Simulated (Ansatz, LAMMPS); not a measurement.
# Electronic structure of liquid (Cs,K,Li)F at 1680 K (82 atoms)

Wanted: forces, charges and levels of liquid (Cs,K,Li)F at 1680 K (82 atoms).

Method: Kohn-Sham DFT, PBEsol, PAW (set soft_2), plane waves, in Ansatz 0.2.0.

**1. Starting point**

The cell holds 82 atoms: 15 Cs, 8 K, 18 Li and 41 F. Cell: a = 13.341 Å, b = 13.341 Å, c = 13.341 Å, α = 90.0°, β = 90.0°, γ = 90.0°. 82 atoms (15 Cs, 8 K, 18 Li, 41 F) placed at random at 2.25 g/cm³, melted at 1800 K for 10 ps at fixed volume with the Lennard-Jones and Coulomb ion parameters for SPC/E (Joung and Cheatham, J. Phys. Chem. B 112, 9020 (2008)), full charges. Snapshot at the end of a hold of 20 ps at 1680 K and fixed volume.

Limits known from the start: The starting topology of bonds comes from the classical model, and needn't be the one that DFT or experiment would give. The ion parameters were fitted for water, not for melts, so the starting structure of this cell may lie well off the real melt's. The Brillouin zone is sampled at Γ only, in a cell whose shortest periodic width is 13 Å. Spin–orbit coupling is left out, which matters for the levels of the heavy elements.

**2. Making the structure**

A classical potential supplies the starting structure, since it reaches far longer times than DFT.

This step: classical MD, Lennard-Jones and Coulomb ion parameters for SPC/E (Joung and Cheatham, J. Phys. Chem. B 112, 9020 (2008)), full charges (LAMMPS 22 Jul 2025 - Update 4).

The input, in.lmp:

```
# melt-quench of Cs15K8Li18F41
units metal
atom_style charge
boundary p p p
region box block 0 13.3410 0 13.3410 0 13.3410
create_box 4 box
mass 1 132.9055   # Cs
mass 2 39.0983   # K
mass 3 6.9400   # Li
mass 4 18.9984   # F
create_atoms 1 random 15 886784 NULL overlap 2.2 maxtry 2000
create_atoms 2 random 8 886791 NULL overlap 2.2 maxtry 2000
create_atoms 3 random 18 886798 NULL overlap 2.2 maxtry 2000
create_atoms 4 random 41 886805 NULL overlap 2.2 maxtry 2000
pair_style lj/cut/coul/long 9.0
pair_modify mix arithmetic tail yes
pair_coeff 1 1 0.003897 3.6010   # Cs
pair_coeff 2 2 0.018634 2.8384   # K
pair_coeff 3 3 0.014602 1.4094   # Li
pair_coeff 4 4 0.000321 4.0215   # F
set type 1 charge 1
set type 2 charge 1
set type 3 charge 1
set type 4 charge -1
kspace_style pppm 1.0e-4
neigh_modify delay 0 every 1 check yes
thermo_style custom step time temp pe press density
thermo_modify norm yes
timestep 0.002
thermo 100
min_style cg
minimize 1e-4 1e-4 200 2000
reset_timestep 0
velocity all create 1800 886785 mom yes dist gaussian
# [... 14 lines left out ...]
compute msd all msd com yes
thermo 2500
fix md all nvt temp 1680 1680 0.2
run 10000 post no
print "== T1680: mean square displacement over the hold $(c_msd[4]:%.2f) A^2"
unfix md
uncompute msd
write_dump all custom T1680.dump id type xs ys zs modify sort id
```

Command:

```sh
lmp -in in.lmp -log none -nocite
```

Numbers of over 12 decimals in the logs are rounded to 6 here.

What it wrote:

```text
LAMMPS (22 Jul 2025 - Update 4)
Created orthogonal box = (0 0 0) to (13.341 13.341 13.341)
Created 15 atoms
Created 8 atoms
Created 18 atoms
Created 41 atoms
PPPM initialization ...
  G vector (1/distance) = 0.30794473
  grid = 9 9 9
  estimated relative force accuracy = 8.0716907e-05
   Step          Time           Temp          PotEng         Press         Density
         0   0              0             -0.91766664     88939.618      2.2450145
        83   0.166          0             -4.4456906     -12515.233      2.2450145
Loop time of 0.0317086 s on 1 MPI rank(s) for 83 steps with 82 atoms
Minimization stats:
  Stopping criterion = energy tolerance
  Energy initial, next-to-last, final =
    -0.917666639702764  -4.44529110212877  -4.44569057092009
  Force two-norm initial, final = 68.588798 0.67729263
  Iterations, force evaluations = 83 113
   Step          Time           Temp          PotEng         Press         Density
         0   0              1800          -4.4456906     -4037.5707      2.2450145
       500   1              1319.2985     -4.2819741     -2212.1893      2.2450145
      1000   2              1475.5816     -4.2890158     -5253.0079      2.2450145
Loop time of 0.214792 s on 1 MPI rank(s) for 1000 steps with 82 atoms
   Step          Time           Temp          PotEng         Press         Density
      1000   2              1475.5816     -4.2890158     -5253.0079      2.2450145
      1666   3.332          1561.5814     -4.1987896      460.71549      2.2450145
      2499   4.998          1729.824      -4.1689904      3817.64        2.2450145
      3332   6.664          1923.7699     -4.218679       5037.3797      2.2450145
      4165   8.33           1712.0711     -4.1889176     -5688.1697      2.2450145
      4998   9.996          1829.9563     -4.2254591      1238.6131      2.2450145
      5831   11.662         1736.5997     -4.2297396     -8718.0432      2.2450145
[... 1 line left out ...]
Loop time of 1.09933 s on 1 MPI rank(s) for 5000 steps with 82 atoms
   Step          Time           Temp          PotEng         Press         Density
[... 5 lines left out ...]
Loop time of 0.563675 s on 1 MPI rank(s) for 2500 steps with 82 atoms
   Step          Time           Temp          PotEng         Press         Density
[... 2 lines left out ...]
     12500   25             1762.0073     -4.2199559      6105.5793      2.2450145
     15000   30             1592.9836     -4.2393432      2057.5979      2.2450145
     17500   35             1630.6877     -4.2237194     -8638.3187      2.2450145
     18500   37             1705.1402     -4.2392436     -5154.7963      2.2450145
Loop time of 2.24179 s on 1 MPI rank(s) for 10000 steps with 82 atoms
== T1680: mean square displacement over the hold 114.43 A^2
```

It took 4.2 s on 1 thread of Arm Neoverse V1, shared host; peak memory 0.078 GiB.

**3. Plane-wave single point**

The electrons are solved once, with the atoms held.

The input, input.yaml:

```yaml
crystal:
  lattice:
    - [13.341, 0.0, 0.0]
    - [0.0, 13.341, 0.0]
    - [0.0, 0.0, 13.341]
  atoms:
    - { symbol: Cs, position: [0.31536, 0.43498, 0.14962] }
    - { symbol: Cs, position: [0.89775, 0.0609, 0.67774] }
    - { symbol: Cs, position: [0.79568, 0.3454, 0.97743] }
    - { symbol: Cs, position: [0.80702, 0.203, 0.38279] }
    - { symbol: Cs, position: [0.18638, 0.11282, 0.33453] }
    - { symbol: Cs, position: [0.79787, 0.52805, 0.62874] }
    - { symbol: Cs, position: [0.60803, 0.69937, 0.46782] }
    - { symbol: Cs, position: [0.27609, 0.1268, 0.71724] }
    - { symbol: Cs, position: [0.35035, 0.68372, 0.67348] }
    - { symbol: Cs, position: [0.98319, 0.70929, 0.63748] }
    - { symbol: Cs, position: [0.0777, 0.89628, 0.05316] }
    - { symbol: Cs, position: [0.36302, 0.15045, 0.01429] }
    - { symbol: Cs, position: [0.32975, 0.43412, 0.81976] }
    - { symbol: Cs, position: [0.4148, 0.32809, 0.4193] }
    - { symbol: Cs, position: [0.21356, 0.73234, 0.36599] }
    - { symbol: K, position: [0.63183, 0.64158, 0.85164] }
    - { symbol: K, position: [0.81626, 0.84615, 0.25836] }
    - { symbol: K, position: [0.0847, 0.60943, 0.14025] }
    - { symbol: K, position: [0.58809, 0.9095, 0.27519] }
    - { symbol: K, position: [0.07047, 0.46877, 0.73807] }
    - { symbol: K, position: [0.83746, 0.832, 0.89201] }
    - { symbol: K, position: [0.43043, 0.74666, 0.14126] }
    - { symbol: K, position: [0.55084, 0.13686, 0.74586] }
    - { symbol: Li, position: [0.84337, 0.08521, 0.10391] }
    - { symbol: Li, position: [0.59011, 0.01093, 0.99972] }
    - { symbol: Li, position: [0.0377, 0.07846, 0.91272] }
    - { symbol: Li, position: [0.59442, 0.05031, 0.47181] }
    - { symbol: Li, position: [0.80193, 0.83105, 0.52547] }
    - { symbol: Li, position: [0.59798, 0.8705, 0.67726] }
    - { symbol: Li, position: [0.13688, 0.47088, 0.5136] }
    - { symbol: Li, position: [0.54858, 0.34178, 0.89666] }
    - { symbol: Li, position: [0.11498, 0.39784, 0.28692] }
    - { symbol: Li, position: [0.69704, 0.61795, 0.14163] }
    - { symbol: Li, position: [0.08365, 0.27676, 0.02417] }
    - { symbol: Li, position: [0.91216, 0.55231, 0.41123] }
    - { symbol: Li, position: [0.38744, 0.97294, 0.46063] }
    - { symbol: Li, position: [0.88296, 0.59917, 0.01839] }
    - { symbol: Li, position: [0.06661, 0.25006, 0.74184] }
    - { symbol: Li, position: [0.99868, 0.947, 0.38815] }
    - { symbol: Li, position: [0.45554, 0.84429, 0.87892] }
    - { symbol: Li, position: [0.01698, 0.27824, 0.53168] }
    - { symbol: F, position: [0.60531, 0.23426, 0.47699] }
    - { symbol: F, position: [0.45676, 0.56204, 0.49159] }
    - { symbol: F, position: [0.40837, 0.70752, 0.91206] }
    - { symbol: F, position: [0.58329, 0.90238, 0.83895] }
    - { symbol: F, position: [0.08947, 0.34478, 0.89042] }
    - { symbol: F, position: [0.80833, 0.65959, 0.4462] }
    - { symbol: F, position: [0.14941, 0.13645, 0.99666] }
    - { symbol: F, position: [0.98077, 0.49201, 0.52554] }
    - { symbol: F, position: [0.59354, 0.7215, 0.66354] }
    - { symbol: F, position: [0.45468, 0.33395, 0.03976] }
    - { symbol: F, position: [0.54773, 0.99227, 0.60969] }
    - { symbol: F, position: [0.40729, 0.82276, 0.42163] }
    - { symbol: F, position: [0.93106, 0.88982, 0.49595] }
    - { symbol: F, position: [0.02767, 0.86137, 0.84097] }
    - { symbol: F, position: [0.08799, 0.1031, 0.7666] }
    - { symbol: F, position: [0.93059, 0.02334, 0.20466] }
    - { symbol: F, position: [0.12676, 0.51855, 0.38098] }
    - { symbol: F, position: [0.75747, 0.6812, 0.99798] }
    - { symbol: F, position: [0.91027, 0.28067, 0.6686] }
    - { symbol: F, position: [0.68475, 0.02027, 0.12315] }
    - { symbol: F, position: [0.2742, 0.63044, 0.15699] }
    - { symbol: F, position: [0.46241, 0.05193, 0.38044] }
    - { symbol: F, position: [0.18837, 0.56696, 0.62883] }
    - { symbol: F, position: [0.82423, 0.49507, 0.12084] }
    - { symbol: F, position: [0.43283, 0.26732, 0.83522] }
    - { symbol: F, position: [0.55158, 0.47177, 0.8336] }
    - { symbol: F, position: [0.79662, 0.78084, 0.68656] }
    - { symbol: F, position: [0.60232, 0.15608, 0.95019] }
    - { symbol: F, position: [0.12517, 0.34072, 0.59903] }
    - { symbol: F, position: [0.26265, 0.0621, 0.51797] }
    - { symbol: F, position: [0.92365, 0.70676, 0.12245] }
    - { symbol: F, position: [0.89785, 0.55985, 0.87032] }
    - { symbol: F, position: [0.01238, 0.09622, 0.49486] }
    - { symbol: F, position: [0.23616, 0.30857, 0.301] }
    - { symbol: F, position: [0.48906, 0.89653, 0.02081] }
    - { symbol: F, position: [0.07229, 0.39697, 0.13296] }
    - { symbol: F, position: [0.70557, 0.92998, 0.44091] }
    - { symbol: F, position: [0.02268, 0.28392, 0.3414] }
    - { symbol: F, position: [0.91029, 0.08771, 0.96283] }
    - { symbol: F, position: [0.08242, 0.82504, 0.27406] }
    - { symbol: F, position: [0.63074, 0.72061, 0.22812] }
kpoints:
  mp_grid: { grid: [1, 1, 1] }
hamiltonian:
  xc: pbesol
scf:
  occupations: { method: fixed }
output:
  forces: true
  stress: true
  populations: true
  dos:
    method: { smearing: { sigma: 0.1 } }
    de: 0.1
    projected: { site_lists: { Cs: [Cs], F: [F], K: [K], Li: [Li] } }
  eigenvalues: true
  write_density: true
  write_potential: true
  volumetric_format: npy
```

Command:

```sh
ansatz run input.yaml --threads 8 --pin off --max-ram 15872MiB --backend cpu --events-out ev --progress --plain --runs-dir out
```

What it wrote:

```text
Engine: ansatz 0.2.0, aarch64-unknown-linux-gnu
Pseudopotentials: kind: paw
Pseudopotential: Cs, paw, valence charge 9, recommended cutoff 420 eV (normal), Cs.paw.azcp
Pseudopotential: K, paw, valence charge 9, recommended cutoff 420 eV (normal), K.paw.azcp
Pseudopotential: Li, paw, valence charge 3, recommended cutoff 420 eV (normal), Li.paw.azcp
[...]
--- Band table (eV) ---
  k-point 0: bands = ["-44.6413", "-44.5071", "-43.9785", "-43.8809", [... 340 levels ...], "7.3573", "7.3826", "7.4090", "7.4313", "7.4934", "7.5210", "7.5428", "7.5645", "7.5917", "7.6268", "7.6918", "7.6983"]
--- Löwdin populations: 82 sites ---
  site symbol       q [e]
     0     Cs      8.0471
     1     Cs      8.0620
     2     Cs      8.0493
[...]
81      F      7.7805
  spilling = 0.006796 (of n_electrons = 548.000000)
[key lines of the parts left out:]
SCF converged after 11 iterations
Free energy (F): -132473.181962 eV
Fermi energy:    0.330513 eV
P = ⅓ Tr σ = -3.2744 GPa (-32.744 kbar)
```

Run time: 29 s. Hardware: 8 threads of Arm Neoverse V1, shared host; peak memory 2.7 GiB; 3.3 min of CPU time.

The program notes that the exchange-correlation potential is rough where the density is thin.

Read from the output:

```
free energy                                      : -132473.1820 eV
free energy per atom                             : -1615.5266 eV/atom
SCF cycles                                       : 11
pressure                                         : -3.274 GPa
r.m.s. force component                           : 0.424 eV/Å
longest force                                    : 1.708 eV/Å
Fermi energy                                     : 0.3305 eV
gap (highest filled to lowest empty level) : 2.924 eV
spilling of the projection                       : 0.006796
```

Length of the force by element:

```
element  coordination  atoms  mean length of the force (eV/Å)  spread  least   most
     Cs           all     15                            0.644   0.258  0.174   1.21
      F           all     41                            0.684   0.260  0.129   1.24
      K           all      8                            0.476   0.101  0.360  0.667
     Li           all     18                            0.767   0.377  0.199   1.71
```

Löwdin charges by element (they lack the spilled electrons, 0.045 e an atom on average):

```
element  coordination  atoms  mean charge (e)  spread   least    most
     Cs           all     15            0.943  0.0105   0.923   0.961
      F           all     41           -0.770  0.0096  -0.794  -0.752
      K           all      8            0.853  0.0099   0.834   0.871
     Li           all     18            0.797  0.0193   0.765   0.832
```

States in the cell by windows of 1 eV, zero at the Fermi level; the larger projections on atomic orbitals stand beside the total:

```
from (eV)  to (eV)  total    F p  Cs p   K p
      -18      -14    0.0    0.0   0.0   0.0
      -14      -13    1.1    0.0   0.0   1.1
      -13      -12   32.5    0.1   0.0  32.2
      -12      -11   14.4    0.1   0.0  14.2
      -11       -9    0.0    0.0   0.0   0.0
       -9       -8    4.1    0.1   4.0   0.0
       -8       -7   52.8    1.0  51.3   0.0
       -7       -6   29.2    1.0  28.0   0.0
       -6       -5    3.9    0.3   3.6   0.0
       -5       -4    0.0    0.0   0.0   0.0
       -4       -3   11.0   10.4   0.1   0.0
       -3       -2   80.6   77.0   0.8   0.1
       -2       -1  121.2  116.7   1.1   0.1
       -1        0   30.7   29.8   0.3   0.0
        0        1    2.5    2.4   0.0   0.0
        1        2    0.0    0.0   0.0   0.0
        2        3    1.6    0.0   0.0   0.0
        3        4    5.8    0.2   0.1   0.0
        4        5   24.6    0.8   0.2   0.0
```

With fixed occupations the program's Fermi level is the highest filled level; weight inside the gap is the broadening of levels at its edges.

Between -26 and -18 eV lie 112 more states.

The stored curve holds about 496 of the 548 electrons; the rest, give or take the few that broadening carries across the Fermi level, lie in deeper levels below its range.

(Continued in part 2 of 2.)

[Logs are printed without paths, hosts, clocks, repeated set-up lines and the standing remarks that a program may print on its own settings, such as how far it seeks lower states.]

[Hosts, paths, dates, database ids (printed as entryN), source tags and the programs' standing remarks are cut or masked in the printed files.]
